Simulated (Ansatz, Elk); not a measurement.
## How far do independent atoms describe SbMo2N?

The structure of SbMo2N used here is made up (a known structure type with other elements) and was relaxed beforehand with PBE. The aim is the Fourier transform of its all-electron density, F(hkl), set beside the sum over free spherical atoms that refinements use.

Calculated with Elk 11.2.3 (patched build); DFT, PBE, all-electron APW+lo, Dirac cores, scalar-relativistic bands, static density, no spin.

The structure was built from a prototype and need not be the compound's stable phase.

### 1. The structure

The structure is hexagonal, space group P6_3/mmc (No. 194). Conventional cell: a = 3.336 Å, b = 3.336 Å, c = 12.497 Å, α = 90.00°, β = 90.00°, γ = 120.00°. Nearest to Sb lie 6 Mo at 2.90 Å. Nearest to Mo lie 3 N at 2.15 Å. N has 6 Mo at 2.15 Å nearest. Farther neighbours and most contacts between anions are not listed.

### 2. Ground state and structure factors

An all-electron density is needed, since X-rays see the cores too. Task 0 finds the density and task 195 Fourier-transforms it; tshift is off so that phases refer to the origin typed.

Input file elk.in:

```
tasks
  0
  195

xctype
  20

spinpol
  .false.

rgkmax
  7.0

gmaxvr
  14.0

lmaxo
  7

lmaxapw
  8

swidth
  0.002

tshift
  .false.

ramdisk
  .false.

hmaxvr
  5.5

maxscl
  120

epspot
  1e-06

sppath
  './'

avec
  6.30337145766 -0.00000000000 0.00000000000
  -3.15168572883 5.45887981183 -0.00000000000
  0.00000000000 -0.00000000000 23.61587218940

atoms
  3
  'Sb.in'
  2
  0.6666666667 0.3333333333 0.2500000000   0.000000 0.000000 0.000000
  0.3333333333 0.6666666667 0.7500000000   0.000000 0.000000 0.000000
  'Mo.in'
  4
  0.3333333333 0.6666666667 0.0760500081   0.000000 0.000000 0.000000
  0.6666666667 0.3333333333 0.5760500081   0.000000 0.000000 0.000000
  0.3333333333 0.6666666667 0.4239499919   0.000000 0.000000 0.000000
  0.6666666667 0.3333333333 0.9239499919   0.000000 0.000000 0.000000
  'N.in'
  2
  -0.0000000000 0.0000000000 0.5000000000   0.000000 0.000000 0.000000
  -0.0000000000 0.0000000000 0.0000000000   0.000000 0.000000 0.000000

ngridk
  8 8 2
```

On the command line:

```bash
$ OMP_NUM_THREADS=4 elk
```

Numbers of over 12 decimals in the logs are rounded to 6 here.

What it wrote:

```text
┌─────────────────────────┐
│ Elk code version 11.2.3 │
└─────────────────────────┘

All units are atomic (Hartree, Bohr, etc.)

┌─────────────────────────────────────────────────┐
│ Ground-state run starting from atomic densities │
└─────────────────────────────────────────────────┘

Lattice vectors :
   6.303371458      -0.000000000       0.000000000
  -3.151685729       5.458879812      -0.000000000
   0.000000000      -0.000000000       23.61587219

Reciprocal lattice vectors :
  0.9967975629      0.5755013413       0.000000000
   0.000000000       1.151002683       0.000000000
   0.000000000       0.000000000      0.2660577283

Unit cell volume      :    812.6067455
Brillouin zone volume :   0.3052524666

Muffin-tin inner radius fraction :   0.1000000000E-01

Nuclei treated as point charges

Species : 1 (Sb)
 parameters loaded from : Sb.in
 name : antimony
 nuclear charge    :   -51.00000000
 electronic charge :    51.00000000
 atomic mass :    221954.9021
 muffin-tin radius :    2.600000000
 number of radial points in muffin-tin :   1193
 inner part over the whole radius :   0.9886087340E-02
 number on inner part of muffin-tin    :    850
 approximate nuclear radius :   0.8886795689E-04
 number of mesh points to nuclear radius :    429
 atomic positions (lattice), magnetic fields (Cartesian) :
  1 :  -0.33333333  0.33333333  0.25000000    0.00000000  0.00000000  0.00000000
  2 :   0.33333333 -0.33333333 -0.25000000    0.00000000  0.00000000  0.00000000

Species : 2 (Mo)
 parameters loaded from : Mo.in
 name : molybdenum
 nuclear charge    :   -42.00000000
 electronic charge :    42.00000000
 atomic mass :    174887.9214
 muffin-tin radius :    2.368536199
 number of radial points in muffin-tin :   1193
 inner part over the whole radius :   0.9901569845E-02
 number on inner part of muffin-tin    :    846
 approximate nuclear radius :   0.8334154960E-04
 number of mesh points to nuclear radius :    422
 atomic positions (lattice), magnetic fields (Cartesian) :
  1 :   0.33333333 -0.33333333  0.07605001    0.00000000  0.00000000  0.00000000
  2 :  -0.33333333  0.33333333 -0.42394999    0.00000000  0.00000000  0.00000000
  3 :   0.33333333 -0.33333333  0.42394999    0.00000000  0.00000000  0.00000000
  4 :  -0.33333333  0.33333333 -0.07605001    0.00000000  0.00000000  0.00000000

Species : 3 (N)
 parameters loaded from : N.in
 name : nitrogen
 nuclear charge    :   -7.000000000
 electronic charge :    7.000000000
 atomic mass :    25532.65216
 muffin-tin radius :    1.639755830
 number of radial points in muffin-tin :    593
 inner part over the whole radius :   0.9965530139E-02
 number on inner part of muffin-tin    :    406
 approximate nuclear radius :   0.4939692610E-04
 number of mesh points to nuclear radius :    171
 atomic positions (lattice), magnetic fields (Cartesian) :
  1 :   0.00000000  0.00000000  0.50000000    0.00000000  0.00000000  0.00000000
  2 :   0.00000000  0.00000000  0.00000000    0.00000000  0.00000000  0.00000000

Total number of atoms per unit cell :    8
Total muffin-tin volume :    406.8134486
 ratio of muffin-tin to unit cell volume :   0.5006277032

Spin treatment :
 spin-unpolarised

Number of Bravais lattice symmetries :   24
Number of crystal symmetries         :   24
Crystal has inversion symmetry
Real symmetric eigensolver will be used

k-point grid :      8     8     2
k-point offset :    0.000000000       0.000000000       0.000000000
k-point set is reduced with full crystal symmetry group
Total number of k-points :       20

Muffin-tin radius times maximum |G+k| :    7.000000000
 using average radius
Maximum |G+k| for APW functions       :    3.119141783
Maximum (1/2)|G+k|²                   :    4.864522730
Maximum |G| for potential and density :    14.00000000
Constant for pseudocharge density :    9
 order of it for each species :   16  16  16
 order of it for pair densities of each species (exact exchange by exxq0 0: 17) :   13  11   4
Radial integration step length :    1

[...]
exchange                    :     -835.56643103415
 correlation                 :     -14.873335216443
 electron entropic           :    -0.12966354712341E-02
 total energy                :     -29277.766859355

Density of states at Fermi energy :    98.40381051
 (states/Hartree/unit cell)

Estimated indirect band gap :   0.1722626746E-02
 from k-point 11 to k-point 9
Estimated direct band gap   :   0.9101201210E-02
 at k-point 7

Charges :
 core                        :    188.0000000
 valence                     :    96.00000000
 interstitial                :    14.28263697
 muffin-tins (core leakage)
  species : 1 (Sb)
[...]
species : 2 (Mo)
[...]
species : 3 (N)
[...]
total in muffin-tins        :    269.7173630
 total calculated charge     :    283.9977931
 total charge                :    284.0000000
 error                       :   0.2206937635E-02

RMS change in Kohn-Sham potential (target) :    1.044912335     (  0.1000000000E-05)
Absolute change in total energy (target)   :   0.2086675311     (  0.1000000000E-03)

[... loops 3 to 17 left out ...]

┌──────────────────┐
│ Loop number : 18 │
└──────────────────┘

Energies :
 Fermi                       :     0.448526
 sum of occupied eigenvalues :     -17506.169878874
 electron kinetic            :      30585.811103441
 core electron kinetic       :      29885.134241653
 Coulomb                     :     -59009.823851963
 Coulomb potential           :     -46982.163964662
 nuclear-nuclear             :     -3514.7560453872
 electron-nuclear            :     -64096.534204470
 Hartree                     :      8601.4663978943
 Madelung                    :     -35518.741869632
 xc potential                :     -1109.8170176530
 exchange                    :     -836.19969705765
 correlation                 :     -14.893706532887
 electron entropic           :    -0.13225870607809E-02
 total energy                :     -29275.107474699

Density of states at Fermi energy :    98.86965965
 (states/Hartree/unit cell)

Estimated indirect band gap :   0.2321972383E-02
 from k-point 5 to k-point 3
Estimated direct band gap   :   0.6201069433E-02
 at k-point 5

Charges :
 core                        :    188.0000000
 valence                     :    96.00000000
 interstitial                :    13.83713620
 muffin-tins (core leakage)
  species : 1 (Sb)
[...]
species : 2 (Mo)
[...]
species : 3 (N)
[...]
total in muffin-tins        :    270.1628638
 total calculated charge     :    283.9976633
 total charge                :    284.0000000
 error                       :   0.2336704732E-02

RMS change in Kohn-Sham potential (target) :   0.3393345185E-06 (  0.1000000000E-05)
Absolute change in total energy (target)   :   0.8325671297E-04 (  0.1000000000E-03)

Convergence targets achieved

┌──────────────────┐
│ Loop number : 19 │
└──────────────────┘

Energies :
 Fermi                       :     0.448526
 sum of occupied eigenvalues :     -17506.169871910
 electron kinetic            :      30585.811093883
 core electron kinetic       :      29885.134219623
 Coulomb                     :     -59009.823841256
 Coulomb potential           :     -46982.163934991
 nuclear-nuclear             :     -3514.7560453872
 electron-nuclear            :     -64096.534214416
 Hartree                     :      8601.4664185468
 Madelung                    :     -35518.741873760
 xc potential                :     -1109.8170308026
 exchange                    :     -836.19969747863
 correlation                 :     -14.893706540713
 electron entropic           :    -0.13225884557851E-02
 total energy                :     -29275.107473980

Density of states at Fermi energy :    98.86977266
 (states/Hartree/unit cell)

Estimated indirect band gap :   0.2321946496E-02
 from k-point 5 to k-point 3
Estimated direct band gap   :   0.6201057852E-02
 at k-point 5

Charges :
 core                        :    188.0000000
 valence                     :    96.00000000
 interstitial                :    13.83713521
 muffin-tins (core leakage)
  species : 1 (Sb)
[...]
species : 2 (Mo)
[...]
atom 4                    :    39.91557021     (  0.1656031735E-05)
  species : 3 (N)
   atom 1                    :    6.082432386     (  0.7681463332E-06)
   atom 2                    :    6.082432386     (  0.7681463332E-06)
 total in muffin-tins        :    270.1628648
 total calculated charge     :    283.9976633
 total charge                :    284.0000000
 error                       :   0.2336704790E-02

┌──────────────────────────────┐
│ Self-consistent loop stopped │
└──────────────────────────────┘

Warning : core states of species 1 leak from the muffin-tin :   0.7949820599E-03

Wrote STATE.OUT
```

Elapsed: 55 s, on 4 threads of Intel Xeon Platinum 8375C at 2.90GHz (Ice Lake), shared host; peak memory 0.31 GiB.

SFACRHO.OUT:

```text

h k l indices transformed by vhmat matrix:
   1.000000000       0.000000000       0.000000000    
   0.000000000       1.000000000       0.000000000    
   0.000000000       0.000000000       1.000000000    

      h      k      l  multipl.   |H|            Re(F)            Im(F)           |F|

      0      0      0      1   0.0000000       284.00000      0.15155493E-15   284.00000    
      0      0     -1      2  0.26605773      0.33831552E-13 -0.11821463E-13  0.35837423E-13
      0      0     -2      2  0.53211546       7.8398031      0.12386732E-13   7.8398031    
      0      0     -3      2  0.79817318      0.10219948E-12 -0.18431733E-13  0.10384827E-12
      0      0     -4      2   1.0642309       50.862871     -0.14913819E-13   50.862871    
      0     -1      0      6   1.1510027      -101.25500     -0.28123677E-13   101.25500    
      1      0     -1      6   1.1813526      -18.786964     -0.47078862E-15   18.786964    
     -1      1      1      6   1.1813526       18.786964     -0.13632629E-13   18.786964    
      1      0     -2      6   1.2680513       12.658777     -0.21632927E-13   12.658777    
      1      0      2      6   1.2680513       12.658777     -0.15064503E-13   12.658777    
      0      0     -5      2   1.3302886      0.93036768E-13  0.34379624E-13  0.99185678E-13
     -1      0      3      6   1.4006740       181.02914     -0.12837358E-12   181.02914    
      1      0      3      6   1.4006740      -181.02914     -0.50813787E-13   181.02914    
      1     -1     -4      6   1.5676079      -9.7716523      0.27142871E-13   9.7716523    
     -1      1     -4      6   1.5676079      -9.7716523     -0.17936324E-13   9.7716523    
      0      0     -6      2   1.5963464      -187.53734     -0.49533994E-13   187.53734    
     -1      0      5      6   1.7591120       6.1641624      0.14689877E-13   6.1641624    
     -1      0     -5      6   1.7591120      -6.1641624     -0.24590833E-13   6.1641624
```

Elk indexes on the primitive cell of elk.in and gives |H| = 4π sin θ/λ in inverse bohr. Below, one row stands for each form hkl of the conventional cell (m members, Friedel mates merged), F is for one primitive cell and the density is static (no thermal factor). Free-atom factors are Waasmaier and Kirfel's, and R is Σm||F|−|F'||/Σm|F|.

| hkl | m | sin θ/λ (Å⁻¹) | abs F, DFT | neutral atoms | diff. |
| --- | --- | --- | --- | --- | --- |
| 001 | 2 | 0.040 | 0.000 | 0.000 | +0.000 |
| 002 | 2 | 0.080 | 7.840 | 7.726 | +0.114 |
| 003 | 2 | 0.120 | 0.000 | 0.000 | +0.000 |
| 004 | 2 | 0.160 | 50.863 | 50.080 | +0.783 |
| 100 | 6 | 0.173 | 101.255 | 101.815 | -0.560 |
| 101 | 12 | 0.178 | 18.787 | 18.554 | +0.233 |
| 102 | 12 | 0.191 | 12.659 | 12.078 | +0.581 |
| 005 | 2 | 0.200 | 0.000 | 0.000 | +0.000 |
| 103 | 12 | 0.211 | 181.029 | 181.829 | -0.800 |
| 104 | 12 | 0.236 | 9.772 | 9.887 | -0.115 |
| 006 | 2 | 0.240 | 187.537 | 189.385 | -1.848 |
| 105 | 12 | 0.265 | 6.164 | 6.416 | -0.252 |
| 007 | 2 | 0.280 | 0.000 | 0.000 | +0.000 |
| 106 | 12 | 0.296 | 97.059 | 97.233 | -0.174 |
| 110 | 6 | 0.300 | 190.957 | 191.081 | -0.124 |
| 111 | 12 | 0.302 | 0.000 | 0.000 | +0.000 |
| 112 | 12 | 0.310 | 0.907 | 0.901 | +0.007 |
| 008 | 2 | 0.320 | 10.793 | 10.698 | +0.095 |
| 113 | 12 | 0.323 | 0.000 | 0.000 | +0.000 |
| 107 | 12 | 0.329 | 39.772 | 39.901 | -0.130 |
| 114 | 12 | 0.340 | 36.725 | 36.918 | -0.193 |
| 200 | 6 | 0.346 | 80.775 | 80.676 | +0.099 |

### 3. The highest occupied states alone

An energy window below the Fermi level keeps the highest occupied states, to see at which angles they scatter; shallow core shells can lie inside it and anion s states outside. No new self-consistency is needed.

Edit elk.in of step 2 so:

```diff
@@ -1,3 +1,2 @@
 tasks
-  0
   195
@@ -40,2 +39,5 @@
 
+wsfac
+  -0.102710 0.748530
+
 sppath
```

On the command line:

```bash
$ OMP_NUM_THREADS=4 elk
```

What it wrote:

```text
┌─────────────────────────────────┐
│ Elk code version 11.2.3 started │
└─────────────────────────────────┘

Info(readinput): the functional depends on the density's gradient
 muffin-tin radial points multiplied by    2.00000
 (not where nrmtscf is given)

┌────────────────────┐
│ Current task : 195 │
└────────────────────┘
Info(checkmt): changed muffin-tin radius of species 2 (Mo) from   2.6000 to   2.3685
Info(checkmt): changed muffin-tin radius of species 3 (N) from   1.8000 to   1.6398

Info(sfacrho): density structure factors written to SFACRHO.OUT

 Energy window :  -0.1027100000      0.7485300000

┌──────────────────┐
│ Elk code stopped │
└──────────────────┘
```

Elapsed: 15 s, on 4 threads; peak memory 0.19 GiB; 18 s of CPU time.

States within 15 eV below the Fermi level hold 40.00 electrons; any levels below the window count with the cores. Their amplitudes can exceed the total, where window and core parts have opposite phase:

| hkl | sin θ/λ (Å⁻¹) | abs F, window | abs F, all |
| --- | --- | --- | --- |
| 001 | 0.040 | 0.000 | 0.000 |
| 002 | 0.080 | 9.114 | 7.840 |
| 003 | 0.120 | 0.000 | 0.000 |
| 004 | 0.160 | 3.938 | 50.863 |
| 100 | 0.173 | 0.338 | 101.255 |
| 101 | 0.178 | 1.464 | 18.787 |
| 102 | 0.191 | 2.660 | 12.659 |
| 005 | 0.200 | 0.000 | 0.000 |
| 103 | 0.211 | 4.051 | 181.029 |
| 104 | 0.236 | 3.330 | 9.772 |

### 4. Another functional

The difference from free atoms is small, so it is set against the change that LDA (Perdew-Wang) makes.

Edit elk.in of step 3 so:

```diff
@@ -1,2 +1,3 @@
 tasks
+  0
   195
@@ -4,3 +5,3 @@
 xctype
-  20
+  3
 
@@ -39,5 +40,2 @@
 
-wsfac
-  -0.102710 0.748530
-
 sppath
```

On the command line:

```bash
$ OMP_NUM_THREADS=4 elk
```

What it wrote:

```text
┌─────────────────────────┐
│ Elk code version 11.2.3 │
└─────────────────────────┘

All units are atomic (Hartree, Bohr, etc.)

┌─────────────────────────────────────────────────┐
│ Ground-state run starting from atomic densities │
└─────────────────────────────────────────────────┘

Lattice vectors :
   6.303371458      -0.000000000       0.000000000
  -3.151685729       5.458879812      -0.000000000
   0.000000000      -0.000000000       23.61587219

Reciprocal lattice vectors :
  0.9967975629      0.5755013413       0.000000000
[...]
species : 1 (Sb)
[...]
species : 2 (Mo)
[...]
species : 3 (N)
   atom 1                    :    6.065342567     ( -0.3203150377E-05)
   atom 2                    :    6.065342567     ( -0.3203150377E-05)
 total in muffin-tins        :    270.2125822
 total calculated charge     :    283.9976171
 total charge                :    284.0000000
 error                       :   0.2382898628E-02

┌──────────────────────────────┐
│ Self-consistent loop stopped │
└──────────────────────────────┘

Warning : core states of species 1 leak from the muffin-tin :   0.8104285047E-03

Wrote STATE.OUT
[key lines of the parts left out:]
total energy                :     -29246.860090296
```

The job ended after 37 s (4 threads; peak memory 0.21 GiB; 1.8 min of CPU time).

Against the first run R = 0.04 %; the largest change is -0.075 at 110.

### 5. Basis size

A smaller basis shows how fast F responds to it; the change is likely larger than the basis error of the first run, but doesn't show convergence.

Edit elk.in of step 4 so:

```diff
@@ -5,3 +5,3 @@
 xctype
-  3
+  20
 
@@ -11,3 +11,3 @@
 rgkmax
-  7.0
+  5.5
```

On the command line:

```bash
$ OMP_NUM_THREADS=4 elk
```

What it wrote:

```text
┌─────────────────────────┐
│ Elk code version 11.2.3 │
└─────────────────────────┘

All units are atomic (Hartree, Bohr, etc.)

┌─────────────────────────────────────────────────┐
│ Ground-state run starting from atomic densities │
└─────────────────────────────────────────────────┘

Lattice vectors :
   6.303371458      -0.000000000       0.000000000
  -3.151685729       5.458879812      -0.000000000
   0.000000000      -0.000000000       23.61587219

Reciprocal lattice vectors :
  0.9967975629      0.5755013413       0.000000000
[...]
species : 1 (Sb)
[...]
species : 2 (Mo)
[...]
species : 3 (N)
   atom 1                    :    6.003760271     (  0.7613070672E-06)
   atom 2                    :    6.003760271     (  0.7613070672E-06)
 total in muffin-tins        :    269.6895336
 total calculated charge     :    283.9976279
 total charge                :    284.0000000
 error                       :   0.2372127580E-02

┌──────────────────────────────┐
│ Self-consistent loop stopped │
└──────────────────────────────┘

Warning : core states of species 1 leak from the muffin-tin :   0.7967967588E-03

Wrote STATE.OUT
[key lines of the parts left out:]
total energy                :     -29274.781593302
```

It took 50 s on 4 threads; peak memory 0.29 GiB.

Against the first run R = 0.06 %; the largest change is +0.151 at 203.

### 6. Settings against the effect

| run | R against the first run (%) | R against neutral atoms, low angle (%) | wall time |
| --- | --- | --- | --- |
| PBE, rgkmax 7 | 0.00 | 0.58 | 55 s |
| LDA (Perdew-Wang) | 0.04 | 0.58 | 37 s |
| rgkmax 5.5 | 0.06 | 0.61 | 50 s |

### 7. Results

| Item | Value |
| --- | --- |
| R against neutral atoms, sin θ/λ < 0.3 Å⁻¹ | 0.58 % |
| R against neutral atoms, 0.3 to 0.79 Å⁻¹ | 0.34 % |

Independent neutral atoms miss the calculated amplitudes by R = 0.58 % below 0.3 Å⁻¹ and 0.34 % from there to 0.79 Å⁻¹; by shells, 1.45 % below 0.15 Å⁻¹ (1 form), 0.57 % 0.15 to 0.3 (10 forms), 0.37 % 0.3 to 0.45 (18 forms), 0.33 % above 0.45 (94 forms). Bonding, aspherical density and the tables' own atoms all enter these figures, and the runs don't part them. The largest change of an amplitude is -1.85 electrons, at 006. The window's part falls from 40.0 electrons at the origin to at most 0.56 between 0.45 and 0.79 Å⁻¹. Below 0.3 Å⁻¹ the changes that finished (LDA (Perdew-Wang) and rgkmax 5.5) move F by R = 0.10 % at most, against the 0.58 % that separates it from free atoms. The k-mesh has no finished test. These runs have no spin, though d or f shells may be open. Part of the difference isn't bonding: the tables are fits to free atoms and ions calculated by other methods than this functional. Thermal motion, anomalous dispersion and extinction are left out.

[Logs are printed without paths, hosts, clocks, repeated set-up lines and the standing remarks that a program may print on its own settings, such as how far it seeks lower states.]

[Hosts, paths, dates, database ids (printed as entryN), source tags and the programs' standing remarks are cut or masked in the printed files.]
